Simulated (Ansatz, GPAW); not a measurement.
# Work function of a 9-layer slab of Ni(100) at several levels, part 2 of 2

Wanted: work functions and dipole of a 9-layer slab of Ni(100), with the cost of each level.

GPAW 26.7.0 and Ansatz 0.2.0; Ansatz plane waves; slab in vacuum with a dipole correction, relaxation (the session's first sound run).

So far, upper work function (eV): step 2 (relaxation, PBE) 4.90; step 3 (plane waves, PBE) 4.94; step 4 (self-consistent run: xc = "RPBE") 4.77.

**5. Self-consistent run: xc = "revPBE"**

The same geometry under revPBE, to see how far the functional moves the levels against the vacuum.

Contents of run.py:

```python
import json
import numpy as np
from ase import Atoms
from gpaw import GPAW, PW

slab = Atoms(
    ['Ni', 'Ni', 'Ni', 'Ni', 'Ni', 'Ni', 'Ni', 'Ni', 'Ni'],
    positions=[
        [0.00000, 0.00000, 8.00000],
        [1.24451, 1.24451, 9.76000],
        [0.00000, 0.00000, 11.52000],
        [1.24451, 1.24451, 13.28000],
        [0.00000, 0.00000, 15.04003],
        [1.24451, 1.24451, 16.79949],
        [-0.00000, 0.00000, 18.56064],
        [1.24451, 1.24451, 20.33500],
        [-0.00000, 0.00000, 22.02973]],
    cell=[[2.48902, 0.0, 0.0], [0.0, 2.48902, 0.0], [0.0, 0.0, 30.08]],
    pbc=[True, True, False],
    magmoms=[0.7, 0.7, 0.7, 0.7, 0.7, 0.7, 0.7, 0.7, 0.7])

slab.calc = GPAW(mode=PW(400), xc='revPBE', kpts={'size': (13, 13, 1), 'gamma': True},
                 occupations={'name': 'fermi-dirac', 'width': 0.1}, nbands='160%',
                 convergence={'density': 1e-05}, maxiter=200,
                 poissonsolver={'dipolelayer': 'xy'},
                 symmetry={'tolerance': 1e-3}, txt='slab.txt')
result = {}
energy = slab.get_potential_energy()
fermi = slab.calc.get_fermi_level()
v = slab.calc.get_electrostatic_potential().mean((0, 1)) - fermi
n = slab.calc.get_pseudo_density().mean((0, 1))
L = slab.cell[2, 2]
z = np.arange(len(v)) * L / len(v)
low, high = slab.positions[:, 2].min(), slab.positions[:, 2].max()
below, above = np.interp([low - 5.8, high + 5.8], z, v)
slopes = [np.interp(x, z, np.gradient(v, z)) for x in (low - 5.8, high + 5.8)]
eps = np.array([[slab.calc.get_eigenvalues(k, s) for k in range(len(slab.calc.get_ibz_k_points()))]
                for s in range(slab.calc.get_number_of_spins())]) - fermi
top, bottom = eps[eps < 0].max(), eps[eps > 0].min()
dipole = slab.get_dipole_moment()[2]
print(f'energy {energy:.4f} eV, Fermi level {fermi:.4f} eV, dipole {dipole:.5f} e A')
print(f'potential 5.8 A off the faces, from the Fermi level: lower {below:.4f} eV, upper {above:.4f} eV')
print(f'slope of the potential there: lower {slopes[0]:.5f}, upper {slopes[1]:.5f} eV/A')
print(f'nearest levels on the mesh: {top:.4f} and {bottom:.4f} eV')
print('magnetic moment', round(slab.get_magnetic_moment(), 3))
result.update(energy=energy, fermi=fermi, dipole=dipole, below=below, above=above, slopes=slopes, edges=[top, bottom],
              z=z.tolist(), v=v.tolist(), n=n.tolist(), positions=slab.positions.tolist(),
              forces=slab.get_forces(apply_constraint=False).tolist(), moments=slab.get_magnetic_moments().tolist())
json.dump(result, open('result.json', 'w'))
```

The run is started by

```sh
> OMP_NUM_THREADS=1 OPENBLAS_NUM_THREADS=1 python run.py
```

Wall time 35 min (1 thread of AMD EPYC 7R13 (Zen 3), shared host); peak memory 0.59 GiB.

This step gave:

```
dipole along the normal                    : 1.27e-4 e·Å
levels nearest the Fermi level on the mesh : -0.001025, 3.36e-4 eV from the Fermi level
upper work function                        : 4.797 eV
lower work function                        : 4.799 eV
sum of the site moments                    : 6.323 μB
```

The electrostatic potential energy of an electron (without an applied field's), less the Fermi level, planar mean oscillates, so the rows of the table below give means over windows of 1.72 Å about each position, cut where the curve ends. Its maxima inside the range that stand out by 2 % of the span (Å: eV): 8.9: -2.28, 10.6: -2.36, 12.4: -2.42, 14.2: -2.36, 15.9: -2.37, 17.7: -2.40, 19.4: -2.22, 21.2: -2.97. Its minima: 7.9: -15.7, 9.8: -16.0, 11.5: -16.0, 13.3: -15.9, 15.0: -16.0, 16.8: -15.9, 18.6: -16.0, 20.3: -16.0, 22.0: -15.9.

Electrostatic potential energy of an electron (without an applied field's), less the Fermi level, planar mean against z; means over each step:

```
z (Å)  electrostatic potential energy of an electron (without an applied field's), less the Fermi level, planar mean (eV)
 0.86                                                                                                                4.80
 2.58                                                                                                                4.80
 4.30                                                                                                                4.79
 6.02                                                                                                                4.29
 7.74                                                                                                               -7.61
 9.46                                                                                                               -8.71
11.18                                                                                                               -8.72
12.90                                                                                                               -8.70
14.62                                                                                                               -8.68
16.34                                                                                                               -8.66
18.06                                                                                                               -8.61
19.78                                                                                                               -8.53
21.50                                                                                                               -9.01
23.22                                                                                                                1.00
24.94                                                                                                                4.75
26.66                                                                                                                4.80
28.38                                                                                                                4.80
```

The upper face's work function is 4.797 eV, against 4.940 eV in the first plane-wave PBE run at this geometry.

**6. OptPBE vdW: xc = "optPBE-vdW"**

The same geometry under optPBE-vdW, to see how far the functional moves the levels against the vacuum (the van der Waals functionals take revPBE setups).

run.py, as its differences from that of step 5:

```diff
@@ -21,3 +21,3 @@
 
-slab.calc = GPAW(mode=PW(400), xc='revPBE', kpts={'size': (13, 13, 1), 'gamma': True},
+slab.calc = GPAW(mode=PW(400), xc='optPBE-vdW', kpts={'size': (13, 13, 1), 'gamma': True},
                  occupations={'name': 'fermi-dirac', 'width': 0.1}, nbands='160%',
```

Elapsed: 32 min, on 1 thread; peak memory 0.71 GiB.

Numbers from this step:

| Quantity | Value |
| --- | --- |
| dipole along the normal | 1.04e-4 e·Å |
| levels nearest the Fermi level on the mesh | -0.005211, 0.001910 eV from the Fermi level |
| upper work function | 5.104 eV |
| lower work function | 5.105 eV |
| sum of the site moments | 6.039 μB |

The upper face's work function is 5.104 eV, against 4.940 eV in the first plane-wave PBE run at this geometry.

**7. Self-consistent run: xc = "vdW-DF2"**

The same geometry under vdW-DF2, to see how far the functional moves the levels against the vacuum (the van der Waals functionals take revPBE setups).

run.py, as its differences from that of step 6:

```diff
@@ -21,3 +21,3 @@
 
-slab.calc = GPAW(mode=PW(400), xc='optPBE-vdW', kpts={'size': (13, 13, 1), 'gamma': True},
+slab.calc = GPAW(mode=PW(400), xc='vdW-DF2', kpts={'size': (13, 13, 1), 'gamma': True},
                  occupations={'name': 'fermi-dirac', 'width': 0.1}, nbands='160%',
```

Wall time 36 min (1 thread); peak memory 0.71 GiB.

Numbers from this step:

```yaml
dipole_along_the_normal: 1.25e-4 e·Å
levels_nearest_the_fermi_level_on_the_mesh: -2.08e-4, 3.00e-4 eV from the Fermi level
upper_work_function: 5.291 eV
lower_work_function: 5.292 eV
sum_of_the_site_moments: 5.879 μB
```

The electrostatic potential energy of an electron (without an applied field's), less the Fermi level, planar mean oscillates, so the rows of the table below give means over windows of 1.72 Å about each position, cut where the curve ends. Its maxima inside the range that stand out by 2 % of the span (Å: eV): 8.9: -2.31, 10.6: -2.40, 12.4: -2.45, 14.2: -2.40, 15.9: -2.40, 17.7: -2.43, 19.4: -2.26, 21.2: -2.98. Its minima: 7.9: -15.5, 9.8: -15.9, 11.5: -15.9, 13.3: -15.8, 15.0: -15.9, 16.8: -15.8, 18.6: -15.8, 20.3: -15.9, 22.0: -15.7.

The electrostatic potential energy of an electron (without an applied field's), less the Fermi level, planar mean by z; means over each step:

z (Å), electrostatic potential energy of an electron (without an applied field's), less the Fermi level, planar mean (eV) and a bar from the least value:
```
     0.86        5.3 ##############################
     2.58        5.3 ##############################
     4.30        5.3 ##############################
     6.02        4.7 #############################
     7.74       -7.4 ###
     9.46       -8.7 #
    11.18       -8.7 #
    12.90       -8.7 #
    14.62       -8.6 #
    16.34       -8.6 #
    18.06       -8.6 #
    19.78       -8.5 #
    21.50       -8.9 
    23.22        1.3 ######################
    24.94        5.2 ##############################
    26.66        5.3 ##############################
    28.38        5.3 ##############################
```

The upper face's work function is 5.291 eV, against 4.940 eV in the first plane-wave PBE run at this geometry.

**8. Self-consistent run: xc = "LDA"**

The same geometry under LDA, to see how far the functional moves the levels against the vacuum.

run.py, as its differences from that of step 7:

```diff
@@ -21,3 +21,3 @@
 
-slab.calc = GPAW(mode=PW(400), xc='vdW-DF2', kpts={'size': (13, 13, 1), 'gamma': True},
+slab.calc = GPAW(mode=PW(400), xc='LDA', kpts={'size': (13, 13, 1), 'gamma': True},
                  occupations={'name': 'fermi-dirac', 'width': 0.1}, nbands='160%',
```

Run time: 29 min. Hardware: 1 thread; peak memory 0.59 GiB.

This step gave:

```
dipole along the normal                    : 1.76e-4 e·Å
levels nearest the Fermi level on the mesh : -0.001937, 0.001870 eV from the Fermi level
upper work function                        : 5.292 eV
lower work function                        : 5.295 eV
sum of the site moments                    : 6.001 μB
```

The upper face's work function is 5.292 eV, against 4.940 eV in the first plane-wave PBE run at this geometry.

**9. Cost and result by level**

Times are for 1 thread of AMD EPYC 7R13 (Zen 3), shared host. The runs compared:

```
no.         run  upper work function (eV)  lower work function (eV)    time  memory (GiB)
  1          pw                     4.940                     4.943  30 min          0.59
  2        RPBE                     4.774                     4.776  29 min          0.59
  3      revPBE                     4.797                     4.799  35 min          0.59
  4  optPBE vdW                     5.104                     5.105  32 min          0.71
  5     vdW DF2                     5.291                     5.292  36 min          0.71
  6         LDA                     5.292                     5.295  29 min          0.59
```

**10. Real-space grid**

A real-space grid is a second complete basis, so it checks the plane-wave result.

run.py, as its differences from that of step 8:

```diff
@@ -3,3 +3,3 @@
 from ase import Atoms
-from gpaw import GPAW, PW
+from gpaw import GPAW
 
@@ -21,3 +21,3 @@
 
-slab.calc = GPAW(mode=PW(400), xc='LDA', kpts={'size': (13, 13, 1), 'gamma': True},
+slab.calc = GPAW(mode='fd', h=0.18, xc='PBE', kpts={'size': (13, 13, 1), 'gamma': True},
                  occupations={'name': 'fermi-dirac', 'width': 0.1}, nbands='160%',
```

Wall time 2.7 h (1 thread); peak memory 3 GiB.

The run was cut off at its time limit.

**11. A second plane-wave code**

A second program with its own datasets checks the number independently.

This step: Ansatz plane waves; slab in vacuum with a dipole correction (Ansatz 0.2.0).

Contents of input.yaml:

```yaml
crystal:
  lattice:
    - [2.4890158698, 0.0, 0.0]
    - [0.0, 2.4890158698, 0.0]
    - [0.0, 0.0, 30.08]
  atoms:
    - { symbol: Ni, position: [0.0, 0.0, 0.2659574468], spin: 0.7 }
    - { symbol: Ni, position: [0.5, 0.5, 0.3244680851], spin: 0.7 }
    - { symbol: Ni, position: [0.0, 0.0, 0.3829787234], spin: 0.7 }
    - { symbol: Ni, position: [0.5, 0.5, 0.4414893617], spin: 0.7 }
    - { symbol: Ni, position: [0.0, 0.0, 0.5000011031], spin: 0.7 }
    - { symbol: Ni, position: [0.5, 0.5, 0.5584935246], spin: 0.7 }
    - { symbol: Ni, position: [0.0, 0.0, 0.6170426058], spin: 0.7 }
    - { symbol: Ni, position: [0.5, 0.5, 0.6760305935], spin: 0.7 }
    - { symbol: Ni, position: [0.0, 0.0, 0.7323713625], spin: 0.7 }
magnetization:
  spin_polarized: true
kpoints:
  mp_grid: { grid: [13, 13, 1] }
hamiltonian:
  xc: pbe
scf:
  occupations: { method: fermi_dirac, width: 0.1 }
efield:
  axis: 3
  dipole_correction: true
  ramp_width: 0.05
output:
  forces: true
  write_potential: true
  write_density: true
  volumetric_format: npy
```

The run is started by

```sh
> ansatz run input.yaml --threads 4 --pin off --max-ram 8192MiB --backend cpu --events-out ev --progress --plain --runs-dir out
```

Elapsed: 80 s, on 4 threads; peak memory 1.3 GiB.

This step gave:

```yaml
upper_work_function: 4.901 eV
lower_work_function: 4.898 eV
dipole_along_the_normal: -8.84e-5 e·Å
dipole_field: -8.58e-5 V/Å
```

The electrostatic potential energy of an electron (with the applied field's), less the Fermi level, planar mean oscillates, so the rows of the table below give means over windows of 1.81 Å about each position, cut where the curve ends. Its maxima inside the range that stand out by 2 % of the span (Å: eV): 8.9: -2.43, 10.6: -2.69, 12.4: -2.48, 14.2: -2.60, 15.9: -2.61, 17.7: -2.46, 19.5: -2.46, 21.2: -3.31. Its minima: 7.9: -17.2, 9.7: -17.5, 11.6: -17.4, 13.2: -17.4, 15.0: -17.5, 16.9: -17.4, 18.5: -17.4, 20.3: -17.5, 22.0: -17.3.

Table of electrostatic potential energy of an electron (with the applied field's), less the Fermi level, planar mean by z; means over each step:

z (Å), electrostatic potential energy of an electron (with the applied field's), less the Fermi level, planar mean (eV) and a bar from the least value:
```
     0.91        4.9 ##############################
     2.71        4.9 ##############################
     4.52        4.9 ##############################
     6.33        3.6 ############################
     8.14       -9.9 ##
     9.95      -10.2 #
    11.76      -10.2 #
    13.57      -10.3 #
    15.38      -10.3 #
    17.20      -10.3 #
    19.00      -10.3 #
    20.81      -10.9 
    22.62       -6.4 #########
    24.43        4.7 ##############################
    26.24        4.9 ##############################
    28.05        4.9 ##############################
    29.86        4.9 ##############################
```

The valence density, planar mean (density) oscillates, so the rows of the table below give means over windows of 1.81 Å about each position, cut where the curve ends. Its maxima inside the range that stand out by 2 % of the span (Å: e/Å³): 7.9: 3.84, 9.7: 3.98, 11.6: 3.93, 13.2: 3.90, 15.0: 3.98, 16.9: 3.90, 18.5: 3.93, 20.3: 3.98, 22.0: 3.94. Its minima: 8.9: 0.366, 10.6: 0.371, 12.4: 0.363, 14.2: 0.368, 15.9: 0.368, 17.7: 0.363, 19.5: 0.361, 21.2: 0.404.

Table of valence density, planar mean by z; means over each step:

```
z (Å)  density (e/Å³)  rho spin (e/Å³)
 2.71          4.2e-6          -6.5e-7
 4.52          4.4e-4          -3.9e-5
 6.33          0.0475          -8.7e-5
 8.14            1.60           0.0647
 9.95            1.62           0.0580
11.76            1.62           0.0571
13.57            1.62           0.0558
15.38            1.63           0.0565
17.20            1.63           0.0564
19.00            1.63           0.0575
20.81            1.71           0.0622
22.62            1.34           0.0578
24.43         0.00672          -3.4e-4
26.24          6.6e-5          -7.9e-6
```

Force by atom:

```
atom  x (eV/Å)  y (eV/Å)  z (eV/Å)   size
 Ni1     0.000     0.000     0.318  0.318
 Ni2     0.000     0.000    -0.357  0.357
 Ni3     0.000     0.000     0.025  0.025
 Ni4     0.000     0.000     0.014  0.014
 Ni5     0.000     0.000    -0.002  0.002
 Ni6     0.000     0.000     0.003  0.003
 Ni7     0.000     0.000     0.001  0.001
 Ni8     0.000     0.000    -0.015  0.015
 Ni9     0.000     0.000     0.013  0.013
```

The upper face's work function is 4.901 eV, against 4.940 eV in the first plane-wave PBE run at this geometry.

**12. Side by side**

Results and costs are gathered.

This step: comparison of work functions, dipole and cost (GPAW 26.7.0).

Ladder, by row:

```
      step    code  work function, upper (eV)  work function, lower (eV)  dipole (e Å)  wall time (s)  peak memory (GiB)  threads
        pw    GPAW                       4.94                      4.943       1.60e-4           1776               0.59        1
      RPBE    GPAW                      4.774                      4.776       1.37e-4           1741               0.59        1
    revPBE    GPAW                      4.797                      4.799       1.27e-4           2124               0.59        1
optPBE-vdW    GPAW                      5.104                      5.105       1.05e-4           1919               0.71        1
   vdW-DF2    GPAW                      5.291                      5.292       1.25e-4           2187               0.71        1
       LDA    GPAW                      5.292                      5.295       1.76e-4           1713               0.59        1
    ansatz  Ansatz                      4.901                      4.898      -8.84e-5          79.87              1.276        4
```

**13. Summary of results**

| Quantity | Value |
| --- | --- |
| work function, both faces | 4.94 eV |
| dipole along the normal | 1.6e-4 e Å, near the numerical noise |

What this shows: With plane waves and PBE the work function is 4.94 eV on the upper face and 4.94 eV on the lower. The measured value for this face is 5.17 eV (as compiled in "Anisotropic work function of elemental crystals", 2019, arxiv:1902.07811); the relaxed upper face lies 0.23 eV under it with PBE, and optPBE-vdW comes nearest (5.10 eV). Measured work functions scatter by a tenth of an eV or more between methods. Over the sound runs of the table the upper face's work function spans 4.774 (RPBE) to 5.292 eV (LDA). The two plane-wave codes differ by 0.040 eV on the upper face. One magnetic start was tried; another order may lie lower. The in-plane lattice was kept as typed, which isn't the functional's own and leaves some strain; spin-orbit coupling and temperature are left out.

[Logs are printed without paths, hosts, clocks, repeated set-up lines and the standing remarks that a program may print on its own settings, such as how far it seeks lower states.]

[Hosts, paths, dates, database ids (printed as entryN), source tags and the programs' standing remarks are cut or masked in the printed files.]
